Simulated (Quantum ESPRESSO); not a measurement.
# Wannier-interpolated electron–phonon scattering in TiC (Fm-3m), part 3 of 6

Wanted: λ, Tc and ρ(T) of TiC (Fm-3m) from Quantum ESPRESSO and EPW.

Quantum ESPRESSO 7.5; DFT PBE, scalar-relativistic, plane waves, PseudoDojo 0.4.1 norm-conserving pseudopotentials.

So far. Step 3 (Ground state): The Fermi level lies at 14.71 eV and the pressure is 0.011 GPa. Step 4 (Phonons on the coarse mesh): The lowest mode off the zone centre lies at 224 cm⁻¹ and the highest of all solved modes at 693 cm⁻¹, so the solved wavevectors are stable. The acoustic modes at the centre lie within 12 cm⁻¹ of zero before the sum rule is imposed.

## 7. Wannier functions and couplings

Projections Ti s, d and C s, p start 10 Wannier functions; states up to 2.5 eV over the Fermi level are frozen, and the projected functions are kept without the localisation step. Hamiltonian, force constants and couplings go to real space.

epw1.in reads:

```
--
&inputepw
   prefix = 'x'
   outdir = './tmp'
   dvscf_dir = './save'
   elph = .true.
   etf_mem = 1
   nbndsub = 10
   bands_skipped = 'exclude_bands = 1-4'
   use_ws = .true.
   vme = 'wannier'
   asr_typ = 'crystal'
   nk1 = 9
   nk2 = 9
   nk3 = 9
   nq1 = 3
   nq2 = 3
   nq3 = 3
   amass(1) = 47.867
   amass(2) = 12.011
   epwwrite = .true.
   epwread = .false.
   wannierize = .true.
   num_iter = 0
   dis_win_max = 54.71
   dis_froz_max = 17.207
   proj(1) = 'Ti:s;d'
   proj(2) = 'C:s;p'
   wdata(1) = 'dis_num_iter = 600'
   wdata(2) = 'guiding_centres = .true.'
   wdata(3) = 'num_print_cycles = 50'
   wdata(4) = 'dis_mix_ratio = 0.7'
   band_plot = .true.
   filkf = 'path.dat'
   filqf = 'path.dat'
   fsthick = 100.0
   efermi_read = .true.
   fermi_energy = 14.7066
/
```

Command:

```bash
> OMP_NUM_THREADS=1 mpirun -n 8 epw.x -nk 8 -in epw1.in > epw1.out
```

Output:

```text
[the first part of the log is left out]
     Number of WS vectors for phonons       81
     Number of WS vectors for electron-phonon       81
     Maximum number of cores for efficient parallelization      162
     Inside velocity step 1
     Velocity matrix elements calculated
     Writing Hamiltonian, Dynamical matrix and EP vertex in Wann rep to file
     ===================================================================
     Memory usage:  VmHWM =       572Mb
                   VmPeak =      1042Mb
     ===================================================================
     Using q-mesh file: path.dat
     WARNING: q-point weigths do not add up to 1 [loadqmesh_serial]
     Size of q point mesh for interpolation:         40
     Using k-mesh file: path.dat
     WARNING: k-point weigths do not add up to 1 [loadkmesh_para]
     Size of k point mesh for interpolation:         40
     Fermi energy coarse grid =  14.706617 eV
     ===================================================================
     Fermi energy is read from the input file: Ef =  14.706600 eV
     ===================================================================
     Skipping    4 occupied bands:
     The Fermi level will be determined with   8.00000 electrons
              ibndmin =     1  ebndmin =     2.313 eV
              ibndmax =    10  ebndmax =    35.019 eV
     Number of ep-matrix elements per pool :         3000 ~=   23.44 Kb (@ 8 bytes/ DP)
     We only need to compute       40 q-points
     ===================================================================
     Memory usage:  VmHWM =       572Mb
                   VmPeak =      1042Mb
     ===================================================================
```

Run time: 30 min. Hardware: 8 MPI ranks of Arm Neoverse N1, shared host; 4 h of CPU time.

Numbers from this step:

```
r.m.s. error of the interpolated bands from 2 eV under to 1 eV over the Fermi level : 4.8 meV
largest error in that range                                                         : 21.7 meV
lowest interpolated frequency on the path                                           : 0 cm⁻¹
```

The electronic bands at the labelled points (eV, zero at the Fermi level; # counts the bands kept):

```
          point      #1     #2     #3     #4     #5    #6    #7    #8
              K   -9.59  -3.47  -3.35  -1.72   1.47  3.16  3.84  5.45
0.46 of the way  -10.36  -3.66  -2.34  -2.19   1.74  2.90  3.73  4.55
              Γ  -12.39   0.71   0.71   0.71   1.68  1.68  1.68  1.75
0.55 of the way  -10.86  -3.12  -1.89  -1.89   1.93  1.93  2.96  6.20
              L   -8.92  -5.83  -2.89  -2.89   2.94  2.94  4.12  8.17
0.44 of the way   -9.17  -5.04  -2.97  -2.55   2.64  2.82  3.84  6.63
              W   -9.52  -3.14  -3.14  -2.70   2.80  2.80  3.54  5.14
        halfway   -9.84  -3.40  -2.42  -1.60   1.23  3.48  3.54  4.04
              X  -10.11  -3.43  -1.60  -0.04  -0.04  2.74  3.54  3.54
```

The same for Wannier interpolation:

```
point      #1     #2     #3     #4     #5    #6    #7    #8
    K   -9.59  -3.47  -3.35  -1.72   1.48  3.17  3.87  5.82
    Γ  -12.39   0.71   0.71   0.71   1.68  1.68  1.68  1.75
    L   -8.92  -5.83  -2.90  -2.90   2.94  2.94  4.12  8.21
    W   -9.52  -3.14  -3.14  -2.70   2.81  2.81  3.54  5.25
    X  -10.11  -3.43  -1.60  -0.03  -0.03  3.24  3.54  3.54
```

The first set of electronic bands as a text plot (rows in eV, shown from -8.0 to 8.0 only):

```
    7.7 |    *****                     **   ****
    7.0 |  **     **                 **        ***
    6.3 | *         *               *           *****
    5.7 |**          **           **               ****  ********
    5.0 |  ******                *                    ****
    4.3 |  ***** ***   *                 ******           ***
    3.7 |**     ******* **     **      **      ******************
    3.0 |*********  ******    *   ***** ******************     **
    2.3 | ******  ***  ****  *****   ***        *****    *
    1.7 |*      **** *********   ****                     **
    1.0 |           *************                           *
    0.3 |               ***  **                              ***
   -0.3 |              ***    ***                              **
   -1.0 |            ***       ***                           **
   -1.7 |*        *****          ****                       *  **
   -2.3 | ***********             ** ***        *******  ******
   -3.0 | ******  **                *   ********************
   -3.7 |**      *                   **              **   *******
   -4.3 |  ******                      *          ***
   -5.0 |                               *       **
   -5.7 |                                *******
   -6.3 |
   -7.0 |
   -7.7 |
         K                 Γ               L            W       X
```

The phonon branches at the labelled points (cm⁻¹):

```
          point  branch 1  branch 2  branch 3  branch 4  branch 5  branch 6
              K       283       337       356       552       590       622
0.46 of the way       210       232       362       536       556       667
              Γ         0         0         0       515       515       515
0.55 of the way       193       193       324       538       538       653
              L       261       261       452       576       576       747
0.44 of the way       272       288       419       571       578       704
              W       327       327       340       578       578       622
        halfway       301       314       342       538       570       591
              X       286       286       345       512       512       589
```

The phonon branches as a text plot (rows in cm⁻¹):

```
    731 |                               ********
    700 |    ***                       *        **
    669 |  **   **                   **           ***
    638 | *       **                *                **
    607 |*          *             **                   *****
    576 |********    ***         *      *************************
    545 |*    *******   **    *** ******                  *****
    514 |         ****************                           ****
    482 |
    451 |                                ******
    420 |                               *      ***
    389 | *******                      *          ***
    358 |*       *                   **              **      ****
    327 |****     **                *                ********
    296 |*   ***    *                           ******    *******
    265 | ****  *                 **    ***********
    233 |     ****   **          *     *
    202 |        ***                ***
    171 |           *  *       ** **
    140 |            **          *
    109 |              ***    ***
     78 |               **    *
     47 |                 *  *
     16 |                  **
         K                 Γ               L            W       X
```

Near the Fermi level the interpolated bands miss those of pw.x by 5 meV r.m.s. and 22 meV at most, each level matched to the nearest interpolated one; the r.m.s. value is under the 60 meV set for going on.

## 8. Coupling and Tc: fine k 16×16×16, q 8×8×8, width 0.15 eV, window 0.61 eV

The couplings are interpolated to a fine mesh near the Fermi level; their sum gives α²F and λ, and the linearised gap equation gives Tc.

a2f-1.in reads:

```
--
&inputepw
   prefix = 'x'
   outdir = './tmp'
   dvscf_dir = './save'
   elph = .true.
   etf_mem = 1
   nbndsub = 10
   bands_skipped = 'exclude_bands = 1-4'
   use_ws = .true.
   vme = 'wannier'
   asr_typ = 'crystal'
   nk1 = 9
   nk2 = 9
   nk3 = 9
   nq1 = 3
   nq2 = 3
   nq3 = 3
   amass(1) = 47.867
   amass(2) = 12.011
   epwwrite = .false.
   epwread = .true.
   wannierize = .false.
   nkf1 = 16
   nkf2 = 16
   nkf3 = 16
   nqf1 = 8
   nqf2 = 8
   nqf3 = 8
   mp_mesh_k = .true.
   ephwrite = .true.
   eliashberg = .true.
   liso = .true.
   limag = .true.
   tc_linear = .true.
   tc_linear_solver = 'lapack'
   fsthick = 0.61
   degaussw = 0.15
   degaussq = 0.5
   nqstep = 500
   muc = 0.13
   wscut = 0.3
   nsiter = 500
   nstemp = 7
   temps = 0.5 1.0 2.0 4.0 8.0 16.0 32.0
/
```

Command:

```bash
> OMP_NUM_THREADS=1 mpirun -n 8 epw.x -nk 8 -in a2f-1.in > a2f-1.out
```

Output:

```text
[the first part of the log is left out]
            Electron smearing (eV) =    0.150000000000000D+00
                 Fermi window (eV) =    0.610000000000000D+00
     Finish writing .ephmat files
     ===================================================================
     Memory usage:  VmHWM =        78Mb
                   VmPeak =       554Mb
     ===================================================================
     Finish writing dos file x.dos
     Finish writing phdos files x.phdos and x.phdos_proj
     ===================================================================
     Solve isotropic Eliashberg equations
     ===================================================================
     Finish reading freq file
                  Fermi level (eV) =     1.4707864360E+01
     DOS(states/spin/eV/Unit Cell) =     2.0109064200E-01
            Electron smearing (eV) =     1.5000000000E-01
                 Fermi window (eV) =     6.1000000000E-01
     Nr irreducible k-points within the Fermi shell =        31 out of       145
           4 bands within the Fermi window
     Finish reading egnv file
     Max nr of q-points =        84
     Finish reading ikmap files
     Start reading .ephmat files
     Finish reading .ephmat files
     a2f file is not found to estimate initial gap: calculating a2f files
     Finish reading a2f file
     Electron-phonon coupling strength =    0.2402592
     Estimated Tc using McMillan expression =   0.0003 K for muc =   0.1300
     Estimated Tc using Allen-Dynes modified McMillan expression =   0.0003 K
     Estimated Tc using SISSO machine learning model =   0.0004 K
     Estimated w_log =  46.1573 meV
     Estimated BCS superconducting gap using McMillan Tc =   0.0000 meV
     WARNING WARNING WARNING
     The code may crash since tempsmin =    0.500 K is larger than McMillan Tc =     0.000 K
     Start: Solving (isotropic) linearized Eliashberg equation with solver = lapack
     For the first Temp.    0.50  K
       Total number of frequency points nsiw(     1) =   1108
       Cutoff frequency wscut =     0.3001
     Superconducting transition temp. Tc is the one which has Max. eigenvalue close to 1
      -----------------------------------------------------------------
             Temp.       Max.         nsiw     wscut    Nr. of iters
             (K)       eigenvalue    (itemp)   (eV)      to Converge
      -----------------------------------------------------------------
             0.50      0.5493134     1108      0.3001        1
             1.00      0.4739889      554      0.3002        1
             2.00      0.3990512      277      0.3005        1
             4.00      0.3249680      139      0.3021        1
             8.00      0.2509286       69      0.3010        1
            16.00      0.1797717       35      0.3075        1
            32.00      0.1085480       17      0.3032        1
      -----------------------------------------------------------------
     Finish: Solving (isotropic) linearized Eliashberg equation
```

Elapsed: 4.3 min, on 8 MPI ranks; 35 min of CPU time.

Numbers from this step:

| Item | Value |
| --- | --- |
| coupling constant λ | 0.2403 |
| log mean phonon energy ħω_log | 46.16 meV |
| density of states at the Fermi level | 0.2011 states/eV a spin and cell |
| Fermi level on the fine mesh | 14.71 eV |

The a2F has structure finer than the step of the table below, so its rows give means over 5 meV, whole bins alone (the curve runs from 0.204 to 101 meV). Peaks (meV: height): 30.4: 0.196, 34.4: 0.259, 63.8: 0.829, 67.8: 0.360, 74.4: 0.284, 76.8: 0.158.

The a2F by phonon energy; means over each step:

```csv
phonon energy (meV),a2F
5,0
10,0.0144
15,0.00198
20,0.0292
25,0.00683
30,0.0542
35,0.129
40,0.0544
45,0.0431
50,0.0110
55,0
60,0.0323
65,0.439
70,0.215
75,0.134
80,0.0518
85,0.0168
90,0
```

λ = 0.240 and ħω_log = 46.2 meV. The eigenvalue stays under 1 down to 0.5 K.

## 9. Resistivity: fine k 20×20×20, q 10×10×10, adaptive width, window 0.32 eV

The Boltzmann equation is solved by iteration on a fine mesh; only states within the window around the Fermi level enter.

bte-1.in reads:

```
--
&inputepw
   prefix = 'x'
   outdir = './tmp'
   dvscf_dir = './save'
   elph = .true.
   etf_mem = 1
   nbndsub = 10
   bands_skipped = 'exclude_bands = 1-4'
   use_ws = .true.
   vme = 'wannier'
   asr_typ = 'crystal'
   nk1 = 9
   nk2 = 9
   nk3 = 9
   nq1 = 3
   nq2 = 3
   nq3 = 3
   amass(1) = 47.867
   amass(2) = 12.011
   epwwrite = .false.
   epwread = .true.
   wannierize = .false.
   nkf1 = 20
   nkf2 = 20
   nkf3 = 20
   nqf1 = 10
   nqf2 = 10
   nqf3 = 10
   mp_mesh_k = .true.
   scattering = .true.
   iterative_bte = .true.
   epmatkqread = .false.
   assume_metal = .true.
   int_mob = .false.
   carrier = .false.
   ngaussw = -99
   mob_maxiter = 200
   broyden_beta = 0.7
   fsthick = 0.32
   degaussw = 0.0
   nstemp = 6
   temps = 150 200 273 300 400 500
   restart = .false.
   selecqread = .false.
/
```

Command:

```bash
> OMP_NUM_THREADS=1 mpirun -n 8 epw.x -nk 8 -in bte-1.in > bte-1.out
```

Output:

```text
[the first part of the log is left out]
     =============================================================================================
     Start solving iterative Boltzmann Transport Equation
     =============================================================================================
     Iteration number:         1
     =============================================================================================
       Temp     Fermi        DOS        Population SR                 Conductivity
        [K]      [eV]    [states/Ry] [carriers per cell]               [Ohm.cm]^-1
     =============================================================================================
      150.000  14.7443   0.74098E-01   0.00000E+00    0.798861E+05   -0.288641E-12    0.298006E-12
                                       0.34001E-14   -0.637162E-12    0.798861E+05    0.297618E-12
                                      -0.18094E-14    0.558600E-14    0.762333E-12    0.798861E+05
      200.000  14.7400   0.10132E-02   0.00000E+00    0.607585E+05   -0.445316E-12   -0.148543E-12
                                       0.88818E-15   -0.286025E-12    0.607585E+05    0.121908E-12
                                       0.11991E-14    0.283402E-12    0.780542E-12    0.607585E+05
      273.000  14.7344   0.37333E-05  -0.33881E-20    0.442285E+05    0.571899E-13   -0.720357E-13
                                      -0.16648E-15    0.132548E-12    0.442285E+05   -0.750234E-12
                                      -0.70322E-15   -0.114402E-12   -0.590780E-12    0.442285E+05
      300.000  14.7325   0.59426E-06   0.33881E-20    0.399463E+05    0.143448E-12    0.928776E-14
                                      -0.87430E-15    0.216263E-12    0.399463E+05   -0.106196E-12
                                       0.82607E-15    0.807938E-13   -0.845605E-12    0.399463E+05
      400.000  14.7268   0.20155E-08   0.69457E-17    0.292160E+05   -0.116276E-13    0.204223E-13
                                      -0.33307E-15   -0.116270E-13    0.292160E+05    0.144083E-12
                                      -0.71185E-15    0.226220E-12    0.452629E-12    0.292160E+05
      500.000  14.7228   0.49649E-10  -0.13871E-16    0.233345E+05    0.930152E-13    0.897593E-13
                                       0.44414E-15    0.106969E-12    0.233345E+05   -0.874655E-13
                                       0.66898E-15    0.944101E-13    0.154721E-12    0.233345E+05
                                                      0.798861E+05    Max error
     [...]
     Iteration number:        16
     =============================================================================================
       Temp     Fermi        DOS        Population SR                 Conductivity
        [K]      [eV]    [states/Ry] [carriers per cell]               [Ohm.cm]^-1
     =============================================================================================
      150.000  14.7443   0.74098E-01   0.17347E-17    0.829086E+05   -0.329627E-12   -0.441673E-12
                                      -0.50931E-14   -0.446478E-12    0.829086E+05   -0.156351E-11
                                       0.18689E-14   -0.148962E-12    0.827664E-12    0.829086E+05
      200.000  14.7400   0.10132E-02  -0.86736E-18    0.631185E+05    0.261318E-12   -0.109202E-12
                                      -0.77716E-15    0.304629E-12    0.631185E+05    0.214391E-15
                                      -0.10225E-14   -0.294363E-12    0.288375E-12    0.631185E+05
      273.000  14.7344   0.37333E-05   0.21176E-21    0.459549E+05   -0.163683E-13   -0.304615E-12
                                      -0.10547E-14    0.116270E-14    0.459549E+05   -0.655686E-12
                                      -0.24675E-15    0.148459E-12    0.138101E-13    0.459549E+05
      300.000  14.7325   0.59426E-06   0.86736E-18    0.415028E+05   -0.158414E-13   -0.269446E-14
                                       0.88818E-15   -0.232541E-14    0.415028E+05   -0.145376E-12
                                      -0.81126E-15    0.297400E-14   -0.151984E-12    0.415028E+05
      400.000  14.7268   0.20155E-08  -0.69389E-17    0.303295E+05   -0.976677E-13   -0.678891E-13
                                      -0.38858E-15    0.581352E-13    0.303295E+05   -0.139328E-12
                                      -0.27181E-14   -0.737020E-13   -0.143669E-12    0.303295E+05
      500.000  14.7228   0.49649E-10  -0.23592E-15    0.241851E+05    0.883661E-13    0.126998E-12
                                       0.44409E-15    0.930163E-13    0.241851E+05   -0.366293E-12
                                      -0.81098E-16   -0.170654E-12   -0.218838E-13    0.241851E+05
                                                      0.994754E-06    Max error
```

The job ended after 4.8 min (8 MPI ranks).

Numbers from this step:

- iterations: 16
- resistivity at 300 K: 24.09 μΩ cm

Resistivity, by row:

```csv
T (K),rho_xx (μΩ cm),rho_yy,rho_zz,"relaxation-time approximation, mean of the axes (μΩ cm)"
150,12.06,12.06,12.06,10.56
200,15.84,15.84,15.84,13.85
273,21.76,21.76,21.76,19.04
300,24.09,24.09,24.09,21.09
400,32.97,32.97,32.97,28.96
500,41.35,41.35,41.35,36.5
```

ρ(300 K) = 24.1 μΩ cm; the relaxation-time start gave 21.1. One mesh does not show convergence. The largest adaptive width printed is 0.39 eV, against a window of 0.32 eV outside which no state is counted.

[end of part 3 of 6]

[The logs of pw.x and epw.x are selected lines.]

[Logs are printed without paths, hosts, clocks, repeated set-up lines and the standing remarks that a program may print on its own settings, such as how far it seeks lower states.]

[Hosts, paths, dates, database ids (printed as entryN), source tags and the programs' standing remarks are cut or masked in the printed files.]
